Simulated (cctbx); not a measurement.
# Interatomic vectors of Mg2V3CoO8

Space group R-3m (no. 166), a = 5.7760 Å, b = 5.7760 Å, c = 14.2970 Å, α = 90.00°, β = 90.00°, γ = 120.00°, content Co3 V9 Mg6 O24.

The data are simulated with cctbx, not measured: Mo Kα, λ = 0.71073 Å, to d = 0.6 Å, 70 % of the full sphere, strongest reflection 70000 counts, noise from counting, a 3 % proportional error and a noise floor of 15 counts (s.d.); no absorption.

Patterson synthesis from sharpened amplitudes, origin scaled to 1000:

```text
Patterson group R -3 m :H
      u       v       w   height  length (A)
  0.000   0.000   0.000   1000.0     0.00
  0.000   0.500   0.500    518.8     7.71
  0.000   0.500   0.000    302.4     2.89
  0.000   0.000   0.373    202.1     5.33
  0.000   0.000   0.250    192.9     3.57
  0.024   0.512   0.748    171.2     4.62
 -0.001   0.499   0.128    114.8     3.42
  0.000   0.000   0.062     40.2     0.89
  0.079   0.157   0.973     37.7     0.88
  0.070   0.535   0.445     36.4     6.99
  0.088   0.177   0.605     34.7     5.72
  0.000   0.147   0.000     34.3     0.85
  0.082   0.163   0.014     34.0     0.84
 -0.005   0.262   0.436     33.0     6.41
```

Q: Assign the vectors.

A peak at u stands for all pairs with xi − xj = u, with weight Σ ZiZj against Σ Z² = 9348 at the origin. Peak heights follow these weights only roughly, since form factors, motion and series ripples differ, all vectors within 0.55 Å of a peak are counted as merged into it though the farther ones add only part of their weight, and F(000) is left out, which lowers the whole map:

| u | v | w | shortest length (Å) | height | 1000 ΣZiZj/ΣZ² | pairs in the cell |
| --- | --- | --- | --- | --- | --- | --- |
| 0.000 | 0.500 | 0.500 | 2.91 | 519 | 563 | 6 × Co–V, 24 × O–O |
| 0.000 | 0.500 | 0.000 | 2.89 | 302 | 504 | 6 × V–V, 24 × O–O |
| 0.000 | 0.000 | 0.373 | 3.38 | 202 | 270 | 6 × Co–Mg, 6 × Mg–O |
| 0.000 | 0.000 | 0.250 | 3.54 | 193 | 539 | 18 × V–O, 6 × Co–O, 3 × Mg–Mg |
| 0.024 | 0.512 | 0.748 | 1.94 | 171 | 493 | 18 × V–O, 6 × Co–O |
| -0.001 | 0.499 | 0.128 | 3.37 | 115 | 239 | 6 × V–Mg, 6 × Mg–O |

The table stops at ten peaks or at a height of 45, below which ripples compete. In the model behind the data Co, the heaviest element, has 1 independent site: (1/3, 2/3, 1/6), up to an allowed shift of origin. No listed peak is a Co–Co vector, so the position follows from the cell content and the cross vectors. Elements of similar Z can't be told apart from the map alone. The whole model:

| atom | mult. | x | y | z | Ueq (Å²) |
| --- | --- | --- | --- | --- | --- |
| Co1 | 3 | 1/3 | 2/3 | 1/6 | 0.0168 |
| V1 | 9 | 1/2 | 1/2 | 0 | 0.0272 |
| Mg1 | 6 | 0 | 0 | 0.1268 | 0.0346 |
| O1 | 18 | 0.4757 | 0.9514 | 0.2530 | 0.0387 |
| O2 | 6 | 0 | 0 | 0.2576 | 0.0295 |

This is a model crystal, built by substitution and not relaxed, with assumed displacement parameters.

[Logs are printed without paths, hosts, clocks, repeated set-up lines and the standing remarks that a program may print on its own settings, such as how far it seeks lower states.]
